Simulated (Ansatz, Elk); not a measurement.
# Bonding as seen by X-rays: SbP

Structure refinements treat a crystal as free atoms side by side. For a made-up structure of SbP (cell and positions from a PBEsol relaxation) the runs below show what the calculated density changes in F(hkl).

Program: Elk 11.2.3 (patched build). Level of theory: DFT, PBE, all-electron APW+lo, Dirac cores, scalar-relativistic bands, static density, no spin. Results are calculated unless marked as measured.

This account leaves out most program logs.

The structure was built from a prototype and need not be the compound's stable phase.

## Step 1: The starting structure

Symmetry: R-3m, No. 166, trigonal system. The conventional cell has a = 3.914 Å, b = 3.914 Å, c = 9.740 Å, α = 90.00°, β = 90.00°, γ = 120.00°. Sb has 6 P at 2.78 Å nearest. P has 6 Sb at 2.78 Å nearest. Farther neighbours are not listed.

## Step 2: Ground state and structure factors

An all-electron density is needed, since X-rays see the cores too. Task 0 finds the density and task 195 Fourier-transforms it; tshift is off so that phases refer to the origin typed.

Contents of elk.in:

```
tasks
  0
  195

xctype
  20

spinpol
  .false.

rgkmax
  7.0

gmaxvr
  14.0

lmaxo
  7

lmaxapw
  8

swidth
  0.002

tshift
  .false.

ramdisk
  .false.

hmaxvr
  5.5

maxscl
  120

epspot
  1e-06

sppath
  './'

avec
  3.69817233007 2.13514079027 6.13520108902
  -3.69817233007 2.13514079027 6.13520108902
  0.00000000000 -4.27028158055 6.13520108902

atoms
  2
  'Sb.in'
  1
  0.5000000000 0.5000000000 0.5000000000   0.000000 0.000000 0.000000
  'P.in'
  1
  -0.0000000000 -0.0000000000 0.0000000000   0.000000 0.000000 0.000000

ngridk
  7 7 7
```

The run is started by

```bash
$ OMP_NUM_THREADS=4 elk
```

Elapsed: 9.9 s, on 4 threads of Arm Neoverse V1, shared host; peak memory 0.16 GiB.

SFACRHO.OUT:

```text

h k l indices transformed by vhmat matrix:
   1.000000000       0.000000000       0.000000000    
   0.000000000       1.000000000       0.000000000    
   0.000000000       0.000000000       1.000000000    

      h      k      l  multipl.   |H|            Re(F)            Im(F)           |F|

      0      0      0      1   0.0000000       65.999999      0.30415575E-17   65.999999    
     -1     -1     -1      2   1.0241205      -32.143312     -0.16956937E-13   32.143312    
      0      1      0      6   1.0386209      -32.070228      0.53614947E-14   32.070228    
     -1     -1      0      6   1.1951322       53.122873      0.10546011E-13   53.122873    
     -2     -1     -1      6   1.6813005       47.142732      0.86050492E-13   47.142732    
      1     -1      0      6   1.6989974       46.949665     -0.18984817E-16   46.949665    
     -1     -2     -2      6   1.9686529      -27.068387     -0.22554999E-13   27.068387    
      0     -1     -2     12   1.9837881      -26.983267     -0.13503019E-13   26.983267    
      1     -1      1      6   1.9913125      -26.942263      0.46844382E-14   26.942263    
      2      2      2      2   2.0482410       43.417425     -0.26112357E-13   43.417425    
     -2      0      0      6   2.0772417       43.149253      0.86691738E-14   43.149253    
      0     -2     -2      6   2.3902643       40.597862      0.74168579E-13   40.597862    
     -2     -2     -3      6   2.5831096      -23.628673     -0.26752729E-13   23.628673    
      3      1      1      6   2.6004204      -23.537835     -0.36248517E-13   23.537835    
     -2      0      1     12   2.6176168      -23.448889     -0.38581200E-14   23.448889    
      3      1      2     12   2.6611809       38.292771     -0.22633843E-13   38.292771    
      2     -1      1     12   2.6835658       38.112959     -0.34728493E-13   38.112959    
     -3     -2     -3      6   2.9018086       36.421832      0.28473396E-13   36.421832
```

Elk indexes on the primitive cell of elk.in and gives |H| = 4π sin θ/λ in inverse bohr. Below, one row stands for each form hkl of the conventional cell (m members, Friedel mates merged), F is for one primitive cell and the density is static (no thermal factor). Free-atom factors are Waasmaier and Kirfel's, and R is Σm||F|−|F'||/Σm|F|.

| hkl | m | sin θ/λ (Å⁻¹) | abs F, DFT | neutral atoms | diff. |
| --- | --- | --- | --- | --- | --- |
| 003 | 2 | 0.154 | 32.143 | 32.288 | -0.144 |
| 101 | 6 | 0.156 | 32.070 | 32.211 | -0.141 |
| 012 | 6 | 0.180 | 53.123 | 53.005 | +0.118 |
| 104 | 6 | 0.253 | 47.143 | 47.230 | -0.087 |
| 110 | 6 | 0.256 | 46.950 | 47.041 | -0.091 |
| 015 | 6 | 0.296 | 27.068 | 27.015 | +0.054 |
| 113 | 12 | 0.298 | 26.983 | 26.929 | +0.055 |
| 021 | 6 | 0.299 | 26.942 | 26.886 | +0.057 |
| 006 | 2 | 0.308 | 43.417 | 43.559 | -0.141 |
| 202 | 6 | 0.312 | 43.149 | 43.288 | -0.139 |
| 024 | 6 | 0.359 | 40.598 | 40.511 | +0.087 |
| 107 | 6 | 0.388 | 23.629 | 23.605 | +0.023 |
| 205 | 6 | 0.391 | 23.538 | 23.514 | +0.024 |
| 211 | 12 | 0.394 | 23.449 | 23.424 | +0.025 |
| 116 | 12 | 0.400 | 38.293 | 38.288 | +0.005 |
| 122 | 12 | 0.404 | 38.113 | 38.111 | +0.002 |
| 018 | 6 | 0.436 | 36.422 | 36.435 | -0.013 |
| 214 | 12 | 0.441 | 36.194 | 36.206 | -0.012 |
| 300 | 6 | 0.443 | 36.117 | 36.131 | -0.014 |
| 009 | 2 | 0.462 | 21.218 | 21.187 | +0.031 |
| 027 | 6 | 0.465 | 21.117 | 21.099 | +0.018 |
| 125 | 12 | 0.467 | 21.053 | 21.034 | +0.018 |

## Step 3: The highest occupied states alone

An energy window below the Fermi level keeps the highest occupied states, to see at which angles they scatter; shallow core shells can lie inside it and anion s states outside. No new self-consistency is needed.

elk.in, as its differences from that of step 2:

```diff
@@ -1,3 +1,2 @@
 tasks
-  0
   195
@@ -40,2 +39,5 @@
 
+wsfac
+  -0.148350 0.592640
+
 sppath
```

The run is started by

```bash
$ OMP_NUM_THREADS=4 elk
```

The job ended after 3.5 s (4 threads; peak memory 0.16 GiB; 4.8 s of CPU time).

States within 12 eV below the Fermi level hold 9.20 electrons; any levels below the window count with the cores, and a count that is not whole means the window cuts a band. Their amplitudes can exceed the total, where window and core parts have opposite phase:

| hkl | sin θ/λ (Å⁻¹) | abs F, window | abs F, all |
| --- | --- | --- | --- |
| 003 | 0.154 | 0.792 | 32.143 |
| 101 | 0.156 | 0.788 | 32.070 |
| 012 | 0.180 | 1.994 | 53.123 |
| 104 | 0.253 | 0.176 | 47.143 |
| 110 | 0.256 | 0.139 | 46.950 |
| 015 | 0.296 | 0.143 | 27.068 |
| 113 | 0.298 | 0.132 | 26.983 |
| 021 | 0.299 | 0.126 | 26.942 |
| 006 | 0.308 | 0.264 | 43.417 |
| 202 | 0.312 | 0.274 | 43.149 |

## Step 4: Another functional

The difference from free atoms is small, so it is set against the change that LDA (Perdew-Wang) makes.

elk.in, as its differences from that of step 3:

```diff
@@ -1,2 +1,3 @@
 tasks
+  0
   195
@@ -4,3 +5,3 @@
 xctype
-  20
+  3
 
@@ -39,5 +40,2 @@
 
-wsfac
-  -0.148350 0.592640
-
 sppath
```

The run is started by

```bash
$ OMP_NUM_THREADS=4 elk
```

Wall time 5.5 s (4 threads); peak memory 0.16 GiB.

Against the first run R = 0.05 %; the largest change is -0.025 at 021.

## Step 5: A coarser k-mesh

About half the k-points along each axis test the sampling.

elk.in, as its differences from that of step 4:

```diff
@@ -5,3 +5,3 @@
 xctype
-  3
+  20
 
@@ -58,2 +58,2 @@
 ngridk
-  7 7 7
+  4 4 4
```

The run is started by

```bash
$ OMP_NUM_THREADS=4 elk
```

It took 7.3 s on 4 threads; peak memory 0.17 GiB; 14 s of CPU time.

Against the first run R = 0.00 %; the largest change is +0.008 at 003.

## Step 6: Basis size

A smaller basis shows how fast F responds to it; the change is likely larger than the basis error of the first run, but doesn't show convergence.

elk.in, as its differences from that of step 5:

```diff
@@ -11,3 +11,3 @@
 rgkmax
-  7.0
+  5.5
 
@@ -58,2 +58,2 @@
 ngridk
-  4 4 4
+  7 7 7
```

The run is started by

```bash
$ OMP_NUM_THREADS=4 elk
```

Wall time 8.8 s (4 threads); peak memory 0.17 GiB.

Against the first run R = 0.02 %; the largest change is +0.020 at 015.

## Step 7: Settings against the effect

| run | R against the first run (%) | R against neutral atoms, low angle (%) | wall time |
| --- | --- | --- | --- |
| PBE, rgkmax 7 | 0.00 | 0.24 | 9.9 s |
| LDA (Perdew-Wang) | 0.05 | 0.19 | 5.5 s |
| k-mesh 4×4×4 | 0.00 | 0.23 | 7.3 s |
| rgkmax 5.5 | 0.02 | 0.26 | 8.8 s |

## Step 8: Results

| Property | Result |
| --- | --- |
| R against neutral atoms, sin θ/λ < 0.3 Å⁻¹ | 0.24 % |
| R against neutral atoms, 0.3 to 0.83 Å⁻¹ | 0.11 % |

What this shows: Independent neutral atoms miss the calculated amplitudes by R = 0.24 % below 0.3 Å⁻¹ and 0.11 % from there to 0.83 Å⁻¹; by shells, 0.24 % 0.15 to 0.3 (8 forms), 0.09 % 0.3 to 0.45 (11 forms), 0.12 % above 0.45 (79 forms). Bonding, aspherical density and the tables' own atoms all enter these figures, and the runs don't part them. The largest change of an amplitude is -0.14 electrons, at 003. The window's part falls from 9.2 electrons at the origin to at most 0.16 between 0.45 and 0.83 Å⁻¹. Below 0.3 Å⁻¹ the changes that finished (LDA (Perdew-Wang), k-mesh 4×4×4 and rgkmax 5.5) move F by R = 0.04 % at most, against the 0.24 % that separates it from free atoms. Part of the difference isn't bonding: the tables are fits to free atoms and ions calculated by other methods than this functional. Thermal motion, anomalous dispersion and extinction are left out.

[Logs are printed without paths, hosts, clocks, repeated set-up lines and the standing remarks that a program may print on its own settings, such as how far it seeks lower states.]

[Hosts, paths, dates, database ids (printed as entryN), source tags and the programs' standing remarks are cut or masked in the printed files.]
